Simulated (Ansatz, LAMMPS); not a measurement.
# Glassy 69SiO2-10CaO-10Na2O-10BaO (mol %) (81 atoms) under strain, part 5 of 5

How stiff is glassy 69SiO2-10CaO-10Na2O-10BaO (mol %) (81 atoms), and how do its levels respond to strain?

Ansatz 0.2.0; Kohn-Sham DFT, PBE, PAW (set soft_2), plane waves.

The cell: 20 Si, 3 Ca, 6 Na, 3 Ba and 49 O. The quench rate of 8 K/ps is many orders above laboratory rates. The network of bonds at the start is that of the classical potential that made the cell. Sampling is at Γ alone. Spin–orbit coupling is left out.

So far. Step 11 (Compressed by 1 % along x): The relaxation converged after 5 steps, 0.0643 eV below its start, with a largest force component of 0.047 eV/Å. Step 11 (Compressed by 1 % along x): Compressed by 1 % along x: the energy stands 0.0302 eV above that of the reference, at a pressure of 0.539 GPa.

### 12. Sheared by 2 % in xy

A shear of the relaxed cell gives the modulus that volume changes can't reach.

The input, input.yaml:

```yaml
crystal:
  lattice:
    - [10.24361, 0.14579, 0.26331]
    - [0.1528, 10.9448, 0.03362]
    - [0.26365, 0.03625, 10.40191]
  atoms:
    [... the 81 atom lines of step 4 ...]
kpoints:
  mp_grid: { grid: [1, 1, 1] }
hamiltonian:
  xc: pbe
scf:
  occupations: { method: gaussian, width: 0.05 }
output:
  forces: true
  eigenvalues: true
  stress: true
relax:
  f_tol: 0.05
  max_steps: 70
```

Started as:

```
> ansatz run input.yaml --threads 4 --pin off --max-ram 8192MiB --backend cpu --events-out ev --progress --plain --runs-dir out
```

Numbers of over 12 decimals in the logs are rounded to 6 here.

What it wrote:

```text
[...]
Crystal: 81 atoms, lattice volume = 1165.201 Å³
Basis set: ecut = 420 eV, 22779 PW (Γ), exchange–correlation on 144×150×144 points (8 copies of the dense FFT grid, shifted against one another)
Bands: 325, of which v1, the nominal top of the filled ones, is band 244 counted from 1 (243 counted from 0)
Symmetry: 1 space group operations
[...]
k-points: 1
[...]
SCF iter   1: F=—  HF=-72834.369704 eV  |F-HF|=—  |Δ(HF+E_count)|=         —  Δρ=1.78e-3  dr2=4.63e-2  ethr=1.77e-3  ⟨swp⟩=7.0  Hψ=1645  notcnv=0  defer=62
[...]
SCF iter   6: F=-72834.378420 eV  HF=-72834.378418 eV  |F-HF|=2.28e-6  |Δ(HF+E_count)|=   4.93e-6  Δρ=2.29e-5  dr2=5.85e-6  ethr=1.28e-8  ⟨swp⟩=16.0  Hψ=2143  notcnv=0
SCF 1 converged in 6 iterations: F = -72834.378420 eV  dr2 = 5.85e-6
[...]
relax step   1: F+E_penalty+E_count = -72834.37842042 eV  Δ(F+E_penalty+E_count) = +0.000e0 eV  max|allowed force component| = 5.862e-1 eV/Å  Δτ_max = 0.0000 Å  (6 SCF iters, dr2 threshold 6.25e-5 eV, accepted)
[...]
relax step   2: F+E_penalty+E_count = -72834.43006155 eV  Δ(F+E_penalty+E_count) = -5.164e-2 eV  max|allowed force component| = 3.604e-1 eV/Å  Δτ_max = 0.0589 Å  (6 SCF iters, dr2 threshold 2.15e-5 eV, accepted)
[...]
relax step   3: F+E_penalty+E_count = -72834.46431445 eV  Δ(F+E_penalty+E_count) = -3.425e-2 eV  max|allowed force component| = 1.336e-1 eV/Å  Δτ_max = 0.0509 Å  (6 SCF iters, dr2 threshold 8.12e-6 eV, accepted)
relax step   4: F+E_penalty+E_count = -72834.45945294 eV  Δ(F+E_penalty+E_count) = +4.862e-3 eV  max|allowed force component| = 2.894e-1 eV/Å  Δτ_max = 0.0591 Å  (9 SCF iters, rejected (line search))
relax step   5: F+E_penalty+E_count = -72834.47379781 eV  Δ(F+E_penalty+E_count) = -9.483e-3 eV  max|allowed force component| = 5.321e-2 eV/Å  Δτ_max = 0.0288 Å  (9 SCF iters, accepted)
relax step   6: F+E_penalty+E_count = -72834.47131276 eV  Δ(F+E_penalty+E_count) = +2.485e-3 eV  max|allowed force component| = 9.454e-2 eV/Å  Δτ_max = 0.1000 Å  (9 SCF iters, rejected (line search))
[...]
relax step   7: F+E_penalty+E_count = -72834.48031624 eV  Δ(F+E_penalty+E_count) = -6.518e-3 eV  max|allowed force component| = 3.282e-2 eV/Å  Δτ_max = 0.0487 Å  (9 SCF iters, accepted)
SCF converged after 9 iterations
Free energy (F): -72834.480316 eV
[...]
Internal energy: -72834.480316 eV  (E = F + TS)
E sigma→0 (E₀):  -72834.480316 eV
Fermi energy:    5.990160 eV
[...]
--- Forces (eV/Å), atoms counted from 1 ---
  atom   1  Si     0.00875256    -0.00711966    -0.00370162
  atom   2  Si    -0.00814440     0.00895036     0.00722568
  atom   3  Si    -0.00770275    -0.01359808     0.00052843
  atom   4  Si     0.01090885     0.00080182    -0.00813374
  atom   5  Si    -0.00375719    -0.01654153    -0.00199912
  atom   6  Si    -0.00770019     0.01571250    -0.00078717
  atom   7  Si     0.00550626    -0.02104789    -0.02385307
  atom   8  Si    -0.03281613     0.01570747     0.00088875
  atom   9  Si    -0.01827120     0.00517192    -0.00107351
  atom  10  Si    -0.00625030     0.00273977     0.00542496
  atom  11  Si     0.02589873    -0.01821538    -0.01641533
  atom  12  Si     0.01445255     0.02237506     0.00139484
  atom  13  Si    -0.01271803     0.01479313     0.00809983
  atom  14  Si    -0.00179413    -0.00390795     0.00005325
[...]
atom  80  O     -0.00762902    -0.00539803     0.00299811
  atom  81  O     -0.00404342     0.00398763    -0.00088177
  max |Σ_I F_I| component: 4.84e-5 eV/Å
--- Stress (GPa, compression-positive) ---
       -0.082747      -0.457858       0.079313
       -0.457859       0.168710       0.054956
        0.079311       0.054956       0.052066
  P = ⅓ Tr σ = 0.0460 GPa (0.460 kbar)
--- Band table (eV) ---
[...]
--- Relaxed structure (7 steps of the walk, 5 accepted, 0 SCFs on fresh bases) ---
  F+E_penalty+E_count = -72834.48031624 eV   max|allowed force component| = 3.282e-2 eV/Å
  atoms:
    - { symbol: Si, position: [0.675186, 0.795305, 0.189639] }
    - { symbol: Si, position: [0.540829, 0.575801, 0.867727] }
    - { symbol: Si, position: [0.528331, 0.523221, 0.586089] }
    - { symbol: Si, position: [0.178516, 0.391486, 0.732008] }
[...]
- { symbol: O, position: [0.920664, 0.402328, 0.309996] }
```

It took 89 s on 4 threads of Arm Neoverse V1, shared host; peak memory 1.5 GiB; 5.7 min of CPU time.

The relaxation converged after 7 steps, 0.102 eV below its start, with a largest force component of 0.033 eV/Å.

Sheared by 2 % in xy: the energy stands 0.0254 eV above that of the reference, at a pressure of 0.0460 GPa.

### 13. Pressure against volume

Atoms are relaxed at each volume, in the scaled cell.

```tsv
volume change (%)	volume (Å³/atom)	energy change (meV/atom)	pressure (GPa)	largest move on relaxing (Å)	bonds	gap (eV)
-10	12.948	22.20	5.37	0.92	157	4.19
-6	13.523	7.38	2.96	0.36	155	4.04
-3	13.955	1.77	1.35	0.14	152	3.92
+0	14.387	0.00	0.00	-	147	3.81
+3	14.818	1.16	-0.92	0.20	147	3.69
+6	15.250	4.30	-1.60	0.61	142	3.57
```

### 14. Uniaxial strain and shear

Stress (GPa, compression positive) less that of the relaxed cell, atoms relaxed:

```tsv
strain	xx	yy	zz	xy	energy change (meV/atom)
stretched by 1 % along x	-0.898	-0.245	-0.277	-0.030	0.40
compressed by 1 % along x	0.963	0.329	0.329	0.051	0.37
sheared by 2 % in xy	-0.054	0.136	0.060	-0.471	0.31
```

### 15. Outcome

The bulk modulus, from the slope of pressure against ln V over the three points nearest the relaxed volume, is 37.9 GPa; a quadratic over all points gives a pressure derivative of about 6.9. The count of bonds runs from 142 to 157 over the series, so at some points contacts cross the cutoffs. At -10 % and +6 % some atom moved by over 0.5 Å on relaxing, so those points may sit in another local minimum. The gap goes from 4.19 eV at the smallest volume to 3.57 eV at the largest, -3.8 eV per unit of ln V by a straight line, on the run's k-points. In the Cartesian axes of the cell, finite differences give C11 = 93.0, C12 = 28.7, C13 = 30.3 and C66 = 23.5 GPa (the shear of 2 % is the engineering strain, εxy = 0.01). The mean of C11, C12 and C13, which equals the bulk modulus in a cubic or isotropic solid, is 50.7 GPa: it lies 34 % over the bulk modulus from the volumes. For an isotropic solid C66 would equal (C11 − C12)/2 = 32.2 GPa; so small a sample needn't be isotropic, and C66 rests on one shear. With the bulk modulus and C66 as K and G, Young's modulus would be about 59 GPa and Poisson's ratio 0.24.

Caveats: Strains are finite and relaxations stop at the force tolerance of the input, which can leave moduli too stiff; they are those of a static cell at zero temperature. Volumes are changed with the cell's shape held, so in an anisotropic solid the modulus lies over the one under free hydrostatic load. The program notes that the SCF threshold of the relaxations is loose for the stress.

The DFT runs together took 24 min of wall time.

[Logs are printed without paths, hosts, clocks, repeated set-up lines and the standing remarks that a program may print on its own settings, such as how far it seeks lower states.]

[Hosts, paths, dates, database ids (printed as entryN), source tags and the programs' standing remarks are cut or masked in the printed files.]
